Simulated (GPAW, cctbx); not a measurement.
# By hand: from a DFT structure factor to an extinction distance in SrHf3

SrHf3, Pm-3m (no. 221), a = 4.6960 Å, b = 4.6960 Å, c = 4.6960 Å, α = 90.00°, β = 90.00°, γ = 90.00°.

| atom | mult. | x | y | z |
| --- | --- | --- | --- | --- |
| Hf1 | 3 | 1/2 | 1/2 | 0 |
| Sr1 | 1 | 0 | 0 | 0 |

The cell comes from substitution in a known structure type and wasn't matched to any measured phase.

A DFT run (GPAW, PBE, 450 eV, 5×5×5 k-points, Fermi–Dirac width 0.1 eV) gives the static X-ray structure factor of 010 as 33.049 e for the conventional cell; superposed free atoms give 33.119 e. **Problem.** Find the Fourier component V of the crystal potential and the two-beam extinction distance at 120 kV in both cases.

**1. Geometry**

The cell volume is Ω = 103.56 Å³ and d(010) = 4.6960 Å, so g = 1/d = 0.2129 Å⁻¹.

**2. The nuclei**

Electrons feel nuclei as well as electrons, so the nuclear charges are summed with the same phases.

Phase sums Σ exp(2πi h·x), turned so that the total is real and positive: Hf +1.000, Sr -1.000. Then F_Z = 72 × (+1.000) + 38 × (-1.000) = 34.00 e. The electron term has the same sign for this reflection.

**3. Mott–Bethe**

Poisson's equation, term by term, gives V = (e/4πε₀)(F_Z − F)/(πΩg²), with e/4πε₀ = 14.3996 V Å.

The prefactor is 14.3996 × 4.6960²/(π × 103.56) = 0.97604 V per electron. Free atoms: (34.00 − 33.119) × 0.97604 = 0.860 V. Crystal: (34.00 − 33.049) × 0.97604 = 0.928 V. F changes by -0.21 % and V by +7.9 %: the same 0.07 e is measured against F_Z − F = 0.9 e in place of F = 33.1 e.

**4. Extinction distance**

In the two-beam case ξ = 1/(λU) with U = 2γm₀eV/h², that is ξ = 150.41 V Å²/(γλV).

At 120 kV, λ = 0.03349 Å and γ = 1.2348. Free atoms: ξ = 4229 Å. Crystal: ξ = 3918 Å. The thickness fringes go as sin²(πt/ξ), so the two patterns slip by a quarter of a period when t|1/ξ₁ − 1/ξ₀| = 1/4, at t ≈ 1331 nm, thicker than usual samples. Thermal motion, absorption and many-beam coupling, left out here, change a real pattern.

**5. Answer**

V(010) is 0.93 V against 0.86 V, and ξ is 3918 against 4229 Å. Limits: static atoms, two beams.
